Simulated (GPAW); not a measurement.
# Magnetic state of Fe2 Mo5 Fe2 001 from several starts, part 2 of 2

Aim: find out whether Fe2 Mo5 Fe2 001 carries moments, and which collinear order costs least.

GPAW 26.7.0; PBE; plane waves with GPAW's PAW setups, scalar-relativistic.

So far. Step 2 (Run 1 (ferro ++++)): After 56 cycles the largest moment stands at 2.81 μB.

**3. Run 2 (antiferro ++--)**

An opposed order shows whether the pairs that it reverses prefer unlike signs.

order2.py

```python
import json
import numpy as np
from ase import Atoms
from ase.parallel import paropen, parprint
from gpaw import GPAW

atoms = Atoms(['Fe', 'Fe', 'Mo', 'Mo', 'Mo', 'Mo', 'Mo', 'Fe', 'Fe'],
    cell=[[3.147, 0.0, 0.0],
         [0.0, 3.147, 0.0],
         [0.0, 0.0, 23.440274]],
    scaled_positions=[[0.0, 0.0, 0.25597],
         [0.5, 0.5, 0.3068],
         [0.0, 0.0, 0.365773],
         [0.5, 0.5, 0.432886],
         [0.0, 0.0, 0.5],
         [0.5, 0.5, 0.567114],
         [0.0, 0.0, 0.634227],
         [0.5, 0.5, 0.6932],
         [0.0, 0.0, 0.74403]],
    pbc=True,
    magmoms=[2.6, 2.6, 0.0, 0.0, 0.0, 0.0, 0.0, -2.6, -2.6])
atoms.calc = GPAW(mode={'name': 'pw', 'ecut': 450},
    xc='PBE',
    kpts={'size': (20, 20, 1), 'gamma': True},
    occupations={'name': 'fermi-dirac', 'width': 0.05},
    convergence={'density': 1e-05, 'energy': 1e-05},
    maxiter=200,
    mixer={'name': 'pulay', 'beta': 0.03, 'nmaxold': 8, 'weight': 100},
    symmetry={'tolerance': 1e-4},
    txt='order2.txt')
e = atoms.get_potential_energy(force_consistent=True)
res = {'free_energy': e, 'energy_sigma0': atoms.get_potential_energy(), 'fermi_energy': atoms.calc.get_fermi_level()}
res['moments'] = atoms.get_magnetic_moments().tolist()
res['total'] = atoms.get_magnetic_moment()
parprint('site moments (muB):', np.round(res['moments'], 3))
parprint(f"total moment: {res['total']:.3f} muB")
parprint(f'free energy: {e:.6f} eV')
atoms.calc.write('order2.gpw')
with paropen('results.json', 'w') as f:
    json.dump(res, f)
```

On the command line:

```sh
$ OMP_NUM_THREADS=1 mpirun -n 4 gpaw python order2.py > order2.log
```

Numbers of over 12 decimals in the logs are rounded to 6 here.

Log:

```text
site moments (muB): [ 2.826  1.978 -0.174 -0.039  0.     0.039  0.174 -1.978 -2.826]
total moment: 0.000 muB
free energy: -88.552225 eV

--- order2.txt ---
Input parameters:
  mode=PW(ecut=450),
  convergence={'density': 1e-05, 'energy': 1e-05},
  kpts=MonkhorstPack(size=(20, 20, 1), gamma=True),
  maxiter=200,
  mixer=Pulay(name='pulay', nmaxold=8, beta=0.03, weight=100, sigma=0.015, g_ss=None),
  occupations=Occupations(name='fermi-dirac', width=0.05),
  symmetry=Symmetry(tolerance=0.0001),
  xc=XC(name='PBE')

Diagonalizing LCAO Hamiltonian
Converting LCAO to pw mode
   .-------.
  /|       |
 * |       |
 | |       |
 | |       |
 | |       |
 | |       |
 | |       |
 | |       |
 Fe|       |
 | |  Fe   |
 | |       |
 | |       |
 Mo|       |
 | |  Mo   |
 | |       |
 Mo|       |
 | |  Mo   |
 | |       |
 | |       |
 Mo|       |
 | |  Fe   |
 | |       |
 | |       |
 Fe|       |
 | |       |
 | |       |
 | |       |
 | |       |
 | .-------.
 |/       /
 *-------*

Atoms  # Å, Bohr magnetons
|   | symbol |        x |        y |         z |    initial magnetic moments |
|---|--------|----------|----------|-----------|-----------------------------|
| 0 |     Fe | 0.000000 | 0.000000 |  6.000007 | ( 0.0000,  0.0000,  2.6000) |
| 1 |     Fe | 1.573500 | 1.573500 |  7.191476 | ( 0.0000,  0.0000,  2.6000) |
| 2 |     Mo | 0.000000 | 0.000000 |  8.573819 | ( 0.0000,  0.0000,  0.0000) |
| 3 |     Mo | 1.573500 | 1.573500 | 10.146966 | ( 0.0000,  0.0000,  0.0000) |
| 4 |     Mo | 0.000000 | 0.000000 | 11.720137 | ( 0.0000,  0.0000,  0.0000) |
| 5 |     Mo | 1.573500 | 1.573500 | 13.293308 | ( 0.0000,  0.0000,  0.0000) |
| 6 |     Mo | 0.000000 | 0.000000 | 14.866455 | ( 0.0000,  0.0000,  0.0000) |
| 7 |     Fe | 1.573500 | 1.573500 | 16.248798 | ( 0.0000,  0.0000, -2.6000) |
| 8 |     Fe | 0.000000 | 0.000000 | 17.440267 | ( 0.0000,  0.0000, -2.6000) |

Unit cell  # Å
| periodic |        x |        y |         z |   lengths |    angles |
|----------|----------|----------|-----------|-----------|-----------|
|      yes | 3.147000 | 0.000000 |  0.000000 |  3.147000 | 90.000000 |
|      yes | 0.000000 | 3.147000 |  0.000000 |  3.147000 | 90.000000 |
|      yes | 0.000000 | 0.000000 | 23.440274 | 23.440274 | 90.000000 |

Number of symmetries: 8

BZ-sampling:
  Number of BZ points: 400
  Number of IBZ points: 66

  Monkhorst-Pack size: [20, 20, 1]
  Monkhorst-Pack shift: [0.025, 0.025, 0.0]

Plane wave coefficients: 5105
Cutoff: 450.000000 eV

Spin-components: 2 (collinear spins)
Bands:           66
Projectors:      54
Spin-degeneracy: 1
Datatype:        complex128

Parallelization:
  kpt:    4
  domain: 1
  band:   1

Density:
  Valence electrons: 102.0
  Components: 2
  Grid points: [ 16  16 120]
  Charge: 0.0  # |e|

Potential:
  Grid points: [ 16  16 120]

[... setups left out ...]
Reference energy: -689148.181557  # eV

eigensolver:
  PPCG
  Converge bands: occupied
  niter=2

density mixing:
  Pulay-Mixer
  Linear mixing parameters: 0.03
  Old densities: 8
  Fourier metric: weight=100, sigma=0.015

occupation numbers:
  Fermi-Dirac:
    width: 0.0500  # eV

poisson solver:
  ecut: 3600.000000  # eV

xc functional:
  name: PBE with 2 nearest neighbor stencil

convergence criteria:
- Maximum integral of absolute [dens]ity change: 1e-05 electrons / valence electron
- Maximum [total energy] change in last 3 cyles: 1e-05 eV / valence electron
- Maximum integral of absolute [eigenst]ate change: 4e-08 eV^2 / valence electron
maximum number of iterations: 200

SCF iterations
|iter     |      energy | eigst |  dens |  magmom |
|---------|-------------|-------|-------|---------|
|iter:   1|       0s |  -98.018901 | +0.50 |       |  +0.0000|
|iter:   2|      14s |  -95.012664 | -0.52 | -0.76 |  -0.0000|
|iter:   3|      28s |  -93.390363 | -1.38 | -0.88 |  +0.0000|
|iter:   4|      43s |  -92.200367 | -1.75 | -0.94 |  -0.0000|
|iter:   5|      57s |  -89.732388 | -1.00 | -0.99 |  +0.0000|
|iter:   6|      71s |  -88.579906 | -0.93 | -1.14 |  -0.0000|
|iter:   7|      85s |  -88.490986 | -1.64 | -1.34 |  +0.0000|
|iter:   8|     100s |  -88.332826 | -2.10 | -1.37 |  -0.0000|
|iter:   9|     114s |  -88.337564 | -2.60 | -1.57 |  +0.0003|
|iter:  10|     128s |  -88.339136 | -3.31 | -1.61 |  -0.0001|
[... 34 iterations left out ...]
|iter:  45|     613s |  -88.512756c| -7.06 | -4.15 |  +0.0000|
|iter:  46|     620s |  -88.512755c| -7.66c| -4.36 |  +0.0000|
|iter:  47|     627s |  -88.512757c| -7.48c| -4.42 |  +0.0000|
|iter:  48|     634s |  -88.512758c| -7.68c| -4.48 |  +0.0000|
|iter:  49|     641s |  -88.512757c| -7.68c| -4.50 |  +0.0000|
|iter:  50|     647s |  -88.512756c| -8.05c| -4.59 |  +0.0000|
|iter:  51|     654s |  -88.512758c| -7.78c| -4.62 |  +0.0000|
|iter:  52|     661s |  -88.512759c| -8.12c| -4.85 |  +0.0000|
|iter:  53|     667s |  -88.512760c| -8.14c| -4.94 |  +0.0000|
|iter:  54|     674s |  -88.512759c| -8.38c| -5.06c|  +0.0000|

Converged in 54 steps
Energy contributions relative to reference atoms: (reference = -689148.181557)

Energy contributions:
  Kinetic:         -35.183247
  Coulomb:          11.875034
  Zero:             -0.796147
  External:          0.000000
  Xc:              -64.368934
  Entropy:          -0.078931
  Spinorbit:         0.000000
  ----------------------------
  Free energy:     -88.552225
  Extrapolated:    -88.512759

dipole moment: (-50.609614, -50.609614, -0.000449)  # |e|*Ang

Total magnetic moment: (0.000000, 0.000000, 0.000001)

Local magnetic moments
|        x |        y |         z |
|----------|----------|-----------|
| 0.000000 | 0.000000 |  2.826030 |  # Fe   0
| 0.000000 | 0.000000 |  1.977755 |  # Fe   1
| 0.000000 | 0.000000 | -0.174326 |  # Mo   2
| 0.000000 | 0.000000 | -0.039401 |  # Mo   3
| 0.000000 | 0.000000 |  0.000000 |  # Mo   4
| 0.000000 | 0.000000 |  0.039400 |  # Mo   5
| 0.000000 | 0.000000 |  0.174326 |  # Mo   6
| 0.000000 | 0.000000 | -1.977755 |  # Fe   7
| 0.000000 | 0.000000 | -2.826030 |  # Fe   8

Fermi level: 4.890
Eigenvalues  # (at kpt = [-0.000, -0.000, 0.000])
| band index |      eig [eV] | occ [0-1] |      eig [eV] | occ [0-1] |
|------------|---------------|-----------|---------------|-----------|
|          0 |       -56.315 |     1.000 |       -56.315 |     1.000 |
|        ... |               |           |               |           |
|         45 |         3.850 |     1.000 |         3.850 |     1.000 |
|         46 |         3.850 |     1.000 |         3.850 |     1.000 |
|         47 |         4.222 |     1.000 |         4.222 |     1.000 |
|         48 |         4.348 |     1.000 |         4.348 |     1.000 |
|         49 |         4.348 |     1.000 |         4.348 |     1.000 |
|         50 |         4.665 |     0.989 |         4.665 |     0.989 |
|         51 |         4.731 |     0.960 |         4.731 |     0.960 |
|         52 |         4.731 |     0.960 |         4.731 |     0.960 |
|         53 |         5.007 |     0.087 |         5.007 |     0.087 |
|         54 |         5.059 |     0.033 |         5.059 |     0.033 |
|         55 |         5.477 |     0.000 |         5.477 |     0.000 |
|         56 |         5.477 |     0.000 |         5.477 |     0.000 |
|         57 |         5.505 |     0.000 |         5.505 |     0.000 |
|         58 |         5.804 |     0.000 |         5.804 |     0.000 |
|         59 |         5.915 |     0.000 |         5.915 |     0.000 |
|         60 |         6.497 |     0.000 |         6.497 |     0.000 |
|        ... |               |           |               |           |
|         65 |         7.097 |     0.000 |         7.097 |     0.000 |

No gap
No difference between direct/indirect transitions
```

The job ended after 12 min (4 MPI ranks of Arm Neoverse V2, shared host; peak memory 1.7 GiB).

Spin moment in the augmentation sphere by atom:

| atom | spin moment in the augmentation sphere (μB) |
| --- | --- |
| Fe1 | 2.83 |
| Fe2 | 1.98 |
| Mo3 | -0.17 |
| Mo4 | -0.04 |
| Mo5 | 0.00 |
| Mo6 | 0.04 |
| Mo7 | 0.17 |
| Fe8 | -1.98 |
| Fe9 | -2.83 |

Numbers from this step:

| Property | Result |
| --- | --- |
| magnetization | 0 μB |
| final state | antiferromagnetic |

It lies 0.475 meV a seeded atom over the first start, and its largest moment is 2.83 μB against 2.81 μB.

**4. Ranking**

These are free energies at a smearing of 0.05 eV, so its entropy term is in the differences. They are divided by the number of seeded atoms, so that cells of unlike size compare.

Orders:

| start | final state | typed order kept | energy over the lowest (meV a seeded atom) | largest site moment (μB) | net moment (μB a primitive cell) | mesh matched | CPU time (s) |
| --- | --- | --- | --- | --- | --- | --- | --- |
| ferro ++++ | ferromagnetic | yes | 0 | 2.811 | 9.35 | yes | 3005 |
| antiferro ++-- | antiferromagnetic | yes | 0.4753 | 2.826 | 0 | yes | 2797 |

**5. What came out**

- lowest state found: ferromagnetic (typed ferro ++++)
- largest site moment: 2.81 μB
- next state: antiferromagnetic, 0.475 meV a seeded atom higher

**Reading.** The lowest state found is ferromagnetic, reached from the start ferro ++++, with moments up to 2.81 μB. The two lowest states lie so close that the mesh, the functional or spin–orbit coupling could swap them. Only 2 starts are shown; other collinear patterns, canted and longer-period orders are not.

[Logs and program files are shortened in this print: banners, set-up blocks, solver, clock and traceback lines can be left out without a mark of their own.]

[Logs are printed without paths, hosts, clocks, repeated set-up lines and the standing remarks that a program may print on its own settings, such as how far it seeks lower states.]

[Hosts, paths, dates, database ids (printed as entryN), source tags and the programs' standing remarks are cut or masked in the printed files.]

[Where a cell is said to come from a database of computed structures, the database is the Materials Project.]
